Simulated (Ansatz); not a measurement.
# The perfect W wire along [110], 8 atoms a period

Wanted: the relaxed geometry and the bands of the W wire along [110], 8 atoms a period.

Main program and level: Ansatz 0.2.0; DFT PBE, plane waves, PAW; relaxation of a wire's period, in the first sound run; inputs show where later runs differ.

Most raw output is cut from this account.

### Step 1. The starting structure

The cell holds 8 atoms: 8 W. Cell: a = 11.555 Å, b = 9.042 Å, c = 4.483 Å, α = 90.0°, β = 90.0°, γ = 90.0°. Vacuum lies along a and b. The structure's axis is c.

### Step 2. Relaxing the period

Band widths follow the bond lengths, so the wire is relaxed first. The atoms and the third cell vector are free; the box across stays fixed as vacuum. A Fermi-Dirac smearing is set since the result may be a metal. The pressure printed is a third of the stress's trace over the whole box, vacuum included; only the stress along the axis is relaxed.

Contents of input.yaml:

```yaml
crystal:
  lattice:
    - [11.555, 0.0, 0.0]
    - [0.0, 9.042, 0.0]
    - [0.0, 0.0, 4.4830569927]
  atoms:
    - { symbol: W, position: [0.294244916, 0.62392485, 0.0] }
    - { symbol: W, position: [0.431414972, 0.376023004, 0.0] }
    - { symbol: W, position: [0.568585028, 0.62392485, 0.0] }
    - { symbol: W, position: [0.705755084, 0.376023004, 0.0] }
    - { symbol: W, position: [0.294244916, 0.376023004, 0.5] }
    - { symbol: W, position: [0.431414972, 0.62392485, 0.5] }
    - { symbol: W, position: [0.568585028, 0.376023004, 0.5] }
    - { symbol: W, position: [0.705755084, 0.62392485, 0.5] }
kpoints:
  mp_grid: { grid: [1, 1, 18] }
scf:
  occupations: { method: fermi_dirac, width: 0.05 }
hamiltonian:
  xc: pbe
relax:
  cell: { fix: [a, b, alpha, beta, gamma] }
  max_steps: 60
```

Launch:

```
$ ansatz run input.yaml --threads 8 --pin off --max-ram 16384MiB --backend cpu --events-out ev --progress --plain --runs-dir out
```

Elapsed: 27 s, on 8 threads of Arm Neoverse V1, shared host; peak memory 1.6 GiB; 3.3 min of CPU time.

The steps of the relaxation:

| step | energy less that of the first step (eV) | largest force component (eV/Å) | pressure (GPa) | volume (Å³) |
| --- | --- | --- | --- | --- |
| 1 | 0.0000 | 3.0345 | -8.80 | 468.39 |
| 2 | -2.9892 | 1.0904 | -0.25 | 457.52 |
| 3 | -3.4897 | 0.6737 | 1.25 | 455.86 |
| 4 | -3.6082 | 0.2845 | -0.14 | 456.93 |
| 5 | -3.6340 | 0.0373 | -0.07 | 459.44 |
| 6 | -3.6346 | 0.0117 | -0.05 | 460.00 |
| 7 | -3.6346 | 0.0020 | -0.06 | 459.99 |
| 8* | -3.6337 | 0.0021 | -0.06 | 459.99 |

Relaxation steps marked * repeat the geometry before them on a plane-wave basis chosen anew for their cell, so energy and pressure can jump there.

Forces are held to the 8 operations that the run works with; a distortion that breaks them can't arise in this run.

| cell as run | before | after | change |
| --- | --- | --- | --- |
| c (Å) | 4.483 | 4.403 | -1.8 % |

The atoms that moved most (Å, along periodic axes as changes of fractional coordinates times the final cell, across vacuum about the mean position):

| atom | dx | dy | dz | length |
| --- | --- | --- | --- | --- |
| W4 | -0.084 | 0.314 | 0.000 | 0.325 |
| W5 | 0.084 | 0.314 | 0.000 | 0.325 |
| W8 | -0.084 | -0.314 | 0.000 | 0.325 |
| W1 | 0.084 | -0.314 | 0.000 | 0.325 |
| W6 | 0.027 | -0.054 | 0.000 | 0.060 |
| W3 | -0.027 | -0.054 | 0.000 | 0.060 |
| W2 | 0.027 | 0.054 | 0.000 | 0.060 |
| W7 | -0.027 | 0.054 | 0.000 | 0.060 |

This step gave:

```
energy at zero smearing    : -83060.1619 eV
cell length along the wire : 4.403 Å
```

The cell's length comes to 4.403 Å with spin left out.

### Step 3. The wire at its relaxed period

This step: DFT PBE, plane waves, PAW; channels and complex bands of a perfect wire (Ansatz 0.2.0).

At the relaxed period the Bloch states of the perfect wire are found at each energy: those that move forward count the open channels, and those that decay describe how a disturbance dies away inside the wire itself. An energy step of 0.035 eV is under the 0.039 eV that the program asks for its thermal average at 300 K.

Contents of input.yaml:

```yaml
crystal:
  lattice:
    - [11.555, 0.0, 0.0]
    - [0.0, 9.042, 0.0]
    - [0.0, 0.0, 4.40266724]
  atoms:
    - { symbol: W, position: [0.301552413, 0.589184131, 0.0] }
    - { symbol: W, position: [0.433728125, 0.381949429, 0.0] }
    - { symbol: W, position: [0.566271875, 0.617998425, 0.0] }
    - { symbol: W, position: [0.698447587, 0.410763723, 0.0] }
    - { symbol: W, position: [0.301552413, 0.410763723, 0.5] }
    - { symbol: W, position: [0.433728125, 0.617998425, 0.5] }
    - { symbol: W, position: [0.566271875, 0.381949429, 0.5] }
    - { symbol: W, position: [0.698447587, 0.589184131, 0.5] }
kpoints:
  mp_grid: { grid: [1, 1, 19] }
  band_path: { path: ["Γ", Z], npoints: 50 }
scf:
  occupations: { method: fermi_dirac, width: 0.05 }
hamiltonian:
  xc: pbe
output:
  transmission:
    e_range: [-2, 2]
    de: 0.035
    kmesh: [1, 1]
    reduced_basis: true
    leads: [[0, 0]]
  dos: { e_range: [-5, 4] }
  write_potential: true
  write_density: true
  volumetric_format: npy
  elf: true
```

Run time: 4.8 min. Hardware: 8 threads; peak memory 4.4 GiB.

Numbers from this step:

| Quantity | Value |
| --- | --- |
| energy at zero smearing | -83060.1627 eV |
| channels at the energy nearest the Fermi level, one spin | 5 |
| conductance of the lead as this run defines it | 5.669 G₀ |
| band gap | 0 eV |

Open channels of the lead, one spin against energy, zero at the Fermi level:

| energy (eV) | open channels of the lead, one spin |
| --- | --- |
| -2.00 | 3 |
| -1.90 | 6 |
| -1.79 | 8 |
| -1.69 | 6 |
| -1.58 | 5 |
| -1.48 | 4 |
| -1.37 | 5 |
| -1.23 | 7 |
| -1.12 | 6 |
| -1.02 | 4 |
| -0.92 | 2 |
| -0.81 | 4 |
| -0.70 | 6 |
| -0.60 | 4 |
| -0.49 | 3 |
| -0.39 | 2 |
| -0.28 | 5 |
| -0.18 | 4 |
| -0.07 | 5 |
| -0.01 | 5 |
| 0.07 | 5 |
| 0.17 | 1 |
| 0.28 | 1 |
| 0.38 | 0 |
| 0.48 | 0 |
| 0.59 | 0 |
| 0.69 | 3 |
| 0.80 | 4 |
| 0.91 | 4 |
| 1.01 | 4 |
| 1.11 | 4 |
| 1.22 | 4 |
| 1.36 | 8 |
| 1.47 | 8 |
| 1.57 | 5 |
| 1.68 | 7 |
| 1.78 | 4 |
| 1.89 | 7 |
| 1.99 | 8 |

The slowest values at each energy, most degenerate partners merged, listed up to 1.5 1/Å. The Im kz of the slowest decaying states by energy, zero at the Fermi level:

| energy (eV) | decay 1 (Å⁻¹) | decay 2 (Å⁻¹) | decay 3 (Å⁻¹) | decay 4 (Å⁻¹) |
| --- | --- | --- | --- | --- |
| -2.000 | 0.0924 | 0.105 | 0.125 | 0.143 |
| -1.790 | 0.0545 | 0.228 | 0.311 | 0.561 |
| -1.615 | 0.0384 | 0.101 | 0.191 | 0.199 |
| -1.405 | 0.104 | 0.108 | 0.163 | 0.272 |
| -1.195 | 0.145 | 0.189 | 0.277 | 0.329 |
| -0.985 | 0.0908 | 0.0999 | 0.123 | 0.198 |
| -0.810 | 0.0149 | 0.129 | 0.154 | 0.201 |
| -0.600 | 0.0392 | 0.0993 | 0.147 | 0.183 |
| -0.390 | 0.0389 | 0.0558 | 0.106 | 0.173 |
| -0.215 | 0.00767 | 0.0565 | 0.152 | 0.174 |
| -0.005 | 0.0412 | 0.123 | 0.180 | 0.195 |
| 0.205 | 0.0440 | 0.0867 | 0.0997 | 0.133 |
| 0.415 | 0.0630 | 0.123 | 0.156 | 0.200 |
| 0.590 | 0.0249 | 0.133 | 0.163 | 0.189 |
| 0.800 | 0.0605 | 0.149 | 0.184 | 0.219 |
| 1.010 | 0.141 | 0.145 | 0.156 | 0.183 |
| 1.185 | 0.114 | 0.117 | 0.138 | 0.154 |
| 1.395 | 0.0447 | 0.151 | 0.154 | 0.157 |
| 1.605 | 0.0225 | 0.0555 | 0.0849 | 0.0850 |
| 1.815 | 0.0373 | 0.0730 | 0.0906 | 0.0972 |

Electronic bands along the path, in eV, zero at the Fermi level:

| point | band 53 | band 54 | band 55 | band 56 | band 57 | band 58 | band 59 | band 60 |
| --- | --- | --- | --- | --- | --- | --- | --- | --- |
| Γ | -0.52 | -0.48 | -0.31 | -0.22 | -0.16 | 0.30 | 0.66 | 0.71 |
| halfway | -0.83 | -0.83 | 0.04 | 0.05 | 0.11 | 0.23 | 0.68 | 0.74 |
| Z | -0.58 | -0.58 | -0.18 | -0.18 | 0.05 | 0.05 | 0.89 | 0.89 |

Electrostatic potential energy in the ca plane at fractional y = 0.382, with atoms of W within 0.2 Å of it. With pseudopotentials it is smooth inside the atoms' cores, unlike the true potential.

Values in eV, 24 rows by 14 columns, each cell a mean:
```
  7   7   7   7   8   8   8   8   8   8   8   7   7   7
  7   7   7   7   7   8   8   8   8   8   7   7   7   7
  6   7   7   7   7   7   8   8   8   7   7   7   7   6
  4   5   5   6   7   7   8   8   8   7   7   6   5   4
 -3  -1   1   4   6   7   8   8   7   7   5   3   0  -2
-32 -25 -12  -1   4   6   7   8   7   6   3  -5 -17 -28
-59 -52 -31  -7   2   5   6   7   6   4   0 -16 -40 -56
-60 -52 -31  -7   1   2   1   0   1   2  -1 -16 -40 -57
-33 -25 -11  -2  -3 -13 -24 -27 -20  -8  -2  -5 -16 -29
 -2   0   1  -2 -16 -41 -57 -59 -52 -31  -9   0   1  -1
  1   2   2  -3 -20 -47 -61 -62 -58 -36 -11   0   2   2
-20 -14  -6  -3  -9 -25 -41 -45 -36 -18  -5  -3  -9 -17
-57 -49 -29  -7  -1  -2  -5  -6  -4  -1  -2 -14 -37 -54
-62 -59 -39 -11   0   3   2   2   3   2  -2 -21 -48 -61
-50 -41 -22  -5  -1  -4  -9 -11  -7  -2  -1 -10 -30 -46
-12  -8  -2  -1  -9 -27 -44 -48 -39 -19  -5  -1  -4 -10
  4   4   3  -2 -18 -44 -60 -62 -56 -34 -10   1   4   4
  7   7   5   0 -11 -32 -48 -51 -43 -23  -6   3   6   7
  8   7   6   4  -1  -7 -15 -17 -12  -4   1   5   7   7
  8   7   7   6   5   3   2   1   2   4   5   6   7   8
  8   8   7   7   6   6   6   5   6   6   7   7   7   8
  8   8   7   7   7   7   7   7   7   7   7   7   8   8
  8   8   8   7   7   7   7   7   7   7   7   7   8   8
  8   8   8   8   8   7   7   7   7   7   8   8   8   8
```
Columns run along c (4.4 Å; values clipped at the 3rd and 97th percentile), rows up along a (11.6 Å). Atoms in or near the plane, at fractional coordinates: W at (0.00, 0.43), W at (0.50, 0.57).

ELF in the ca plane at fractional y = 0.382, with atoms of W within 0.2 Å of it. It is the smooth field of the valence electrons, not physical close to the nuclei.

Ten even steps from '0' (0.01) to '9' (0.68), each cell a mean:
```
00000000000000
00000000000000
11111111111111
11222333332211
22123455542112
86313677752147
79724788863488
79845644565598
76555455545567
45655986974654
34545963884554
44444688854444
89745422344599
28945654564596
88646544455479
33555898965543
66645975984576
87523799952368
66421255421356
44322111112344
22222111122222
11111111111111
00000000000000
00000000000000
```
Columns run along c (4.4 Å), rows up along a (11.6 Å). Atoms in or near the plane, at fractional coordinates: W at (0.00, 0.43), W at (0.50, 0.57).

Valence density in the ca plane at fractional y = 0.382, with atoms of W within 0.2 Å of it. It is the smooth field of the valence electrons, not physical close to the nuclei.

Ten even steps from '0' (0.0 e/Å³) to '9' (5.1 e/Å³), each cell a mean:
```
00000000000000
00000000000000
00000000000000
00000000000000
00000000000000
42100000000013
97300000000158
98410000000159
43101123210123
00001599831000
00002799941000
21101356421011
97310000000158
99510000000279
75210111100136
11001367521001
00002699941000
00001378520000
00000011100000
00000000000000
00000000000000
00000000000000
00000000000000
00000000000000
```
Columns run along c (4.4 Å), rows up along a (11.6 Å). Atoms in or near the plane, at fractional coordinates: W at (0.00, 0.43), W at (0.50, 0.57).

By hand: the program gives 4.2038 × 10^14 S/m² over the cell's cross-section of 104.48 Å² = 1.045 × 10^-18 m², so one cell conducts 4.392 × 10^-4 S. Divided by G0 = 2e²/h = 7.748 × 10^-5 S this is 5.67 G0, a resistance of 2.28 kΩ.

At the computed energy nearest the Fermi level there are 5 channels a spin, and the thermal average gives 5.67 G₀.

### Step 4. Another level of theory, level LDA, cutoff 420 eV

This step: DFT LDA, plane waves, PAW; bands of a perfect wire at the PBE geometry (Ansatz 0.2.0).

The atoms stay at the PBE geometry and the functional changes. At fixed atoms LDA and the gradient-corrected functionals usually give like bands; this run checks that. Against the first PBE run of this kind, the mesh along the wire has 14 points against 19.

input.yaml, the sections that differ from step 3:

```yaml
kpoints:
  mp_grid: { grid: [1, 1, 14] }
  band_path: { path: ["Γ", Z], npoints: 50 }
hamiltonian:
  xc: lda
# crystal, scf: as in step 3
# output: removed
```

Elapsed: 11 s, on 8 threads; peak memory 1.7 GiB.

Numbers from this step:

| Property | Result |
| --- | --- |
| energy at zero smearing | -81018.1987 eV |

The electronic bands at the labelled points (eV, zero at the Fermi level):

| point | band 53 | band 54 | band 55 | band 56 | band 57 | band 58 | band 59 | band 60 |
| --- | --- | --- | --- | --- | --- | --- | --- | --- |
| Γ | -0.52 | -0.49 | -0.32 | -0.22 | -0.16 | 0.29 | 0.62 | 0.70 |
| halfway | -0.84 | -0.82 | 0.04 | 0.07 | 0.11 | 0.21 | 0.66 | 0.70 |
| Z | -0.58 | -0.58 | -0.18 | -0.18 | 0.04 | 0.04 | 0.85 | 0.85 |

Bands cross the Fermi level, as under PBE at the relaxed period.

### Step 5. Another level of theory, level PBEsol, cutoff 420 eV

This step: DFT PBEsol, plane waves, PAW; bands of a perfect wire at the PBE geometry (Ansatz 0.2.0).

input.yaml: that of step 4 with these lines changed.

```diff
@@ -20,2 +20,2 @@
 hamiltonian:
-  xc: lda
+  xc: pbesol
```

The job ended after 10 s (8 threads; peak memory 1.7 GiB).

The electronic bands at the labelled points (eV, zero at the Fermi level):

| point | band 53 | band 54 | band 55 | band 56 | band 57 | band 58 | band 59 | band 60 |
| --- | --- | --- | --- | --- | --- | --- | --- | --- |
| Γ | -0.51 | -0.48 | -0.32 | -0.22 | -0.16 | 0.30 | 0.64 | 0.71 |
| halfway | -0.83 | -0.83 | 0.05 | 0.05 | 0.11 | 0.22 | 0.67 | 0.72 |
| Z | -0.58 | -0.58 | -0.18 | -0.18 | 0.04 | 0.04 | 0.88 | 0.88 |

Bands cross the Fermi level, as under PBE at the relaxed period.

### Step 6. Another level of theory, level r2SCAN, cutoff 500 eV

This step: DFT r2SCAN, plane waves, PAW; bands of a perfect wire at the PBE geometry (Ansatz 0.2.0).

The atoms stay at the PBE geometry and the functional changes. r2SCAN also reads the kinetic-energy density; it often gives larger moments and wider gaps than PBE, at a higher cost. Against the first PBE run of this kind, the cutoff is 500 eV against 420 and the mesh along the wire has 14 points against 19.

input.yaml: that of step 5 with these lines changed.

```diff
@@ -20,2 +20,2 @@
 hamiltonian:
-  xc: pbesol
+  xc: r2scan
```

It took 22 s on 8 threads; peak memory 2.8 GiB.

The electronic bands at the labelled points (eV, zero at the Fermi level):

| point | band 53 | band 54 | band 55 | band 56 | band 57 | band 58 | band 59 | band 60 |
| --- | --- | --- | --- | --- | --- | --- | --- | --- |
| Γ | -0.57 | -0.48 | -0.32 | -0.23 | -0.15 | 0.35 | 0.78 | 0.78 |
| halfway | -0.90 | -0.88 | -0.04 | 0.07 | 0.12 | 0.32 | 0.78 | 0.84 |
| Z | -0.64 | -0.64 | -0.22 | -0.22 | 0.09 | 0.09 | 1.01 | 1.01 |

Bands cross the Fermi level, as under PBE at the relaxed period.

### Step 7. With spin-orbit coupling

This step: DFT PBE, plane waves, fully relativistic PAW; bands of a perfect wire with spin-orbit coupling (Ansatz 0.2.0).

Spin-orbit coupling mixes the spins and splits bands that cross or touch without it, so it can open or close channels. Fully relativistic datasets take the place of the scalar ones. Against the first PBE run of this kind, the mesh along the wire has 12 points against 19.

input.yaml: that of step 6 with these lines changed.

```diff
@@ -15,3 +15,3 @@
 kpoints:
-  mp_grid: { grid: [1, 1, 14] }
+  mp_grid: { grid: [1, 1, 12] }
   band_path: { path: ["Γ", Z], npoints: 50 }
@@ -20,2 +20,6 @@
 hamiltonian:
-  xc: r2scan
+  xc: pbe
+  pseudopotentials: { kind: paw_fr }
+magnetization:
+  noncollinear: true
+  spin_orbit: true
```

Wall time 3.2 min (8 threads); peak memory 6.9 GiB; 25 min of CPU time.

Numbers from this step:

| Property | Result |
| --- | --- |
| energy at zero smearing | -83257.2606 eV |

Electronic bands along the path, in eV, zero at the Fermi level:

| point | band 109 | band 110 | band 111 | band 112 | band 113 | band 114 | band 115 | band 116 |
| --- | --- | --- | --- | --- | --- | --- | --- | --- |
| Γ | -0.32 | -0.32 | -0.20 | -0.20 | -0.12 | -0.12 | 0.26 | 0.26 |
| halfway | -0.02 | -0.02 | 0.08 | 0.08 | 0.11 | 0.11 | 0.30 | 0.30 |
| Z | -0.20 | -0.20 | -0.20 | -0.20 | 0.11 | 0.11 | 0.11 | 0.11 |

Bands cross the Fermi level, as under PBE at the relaxed period, with no moment.

### Step 8. At a strained period, period over the relaxed period 1.03, k-mesh 1×1×14

This step: DFT PBE, plane waves, PAW; relaxation at a fixed period (Ansatz 0.2.0).

The period is set to 1.03 times the relaxed one and the atoms relax within it: strain changes bond lengths and angles, which shifts the bands against each other. Against the first PBE run of this kind, the mesh along the wire has 14 points against 19.

The cell differs from the one that the last finished run ended in (c 4.403 → 4.535 Å).

input.yaml: that of step 7 with these lines changed.

```diff
@@ -4,3 +4,3 @@
     - [0.0, 9.042, 0.0]
-    - [0.0, 0.0, 4.40266724]
+    - [0.0, 0.0, 4.5347472572]
   atoms:
@@ -15,3 +15,3 @@
 kpoints:
-  mp_grid: { grid: [1, 1, 12] }
+  mp_grid: { grid: [1, 1, 14] }
   band_path: { path: ["Γ", Z], npoints: 50 }
@@ -21,5 +21,6 @@
   xc: pbe
-  pseudopotentials: { kind: paw_fr }
-magnetization:
-  noncollinear: true
-  spin_orbit: true
+relax:
+  max_steps: 40
+  f_tol: 0.02
+output:
+  stress: true
```

Wall time 23 s (8 threads); peak memory 1.8 GiB; 2.8 min of CPU time.

[end of part 1 of 2]

[Logs are printed without paths, hosts, clocks, repeated set-up lines and the standing remarks that a program may print on its own settings, such as how far it seeks lower states.]

[Hosts, paths, dates, database ids (printed as entryN), source tags and the programs' standing remarks are cut or masked in the printed files.]
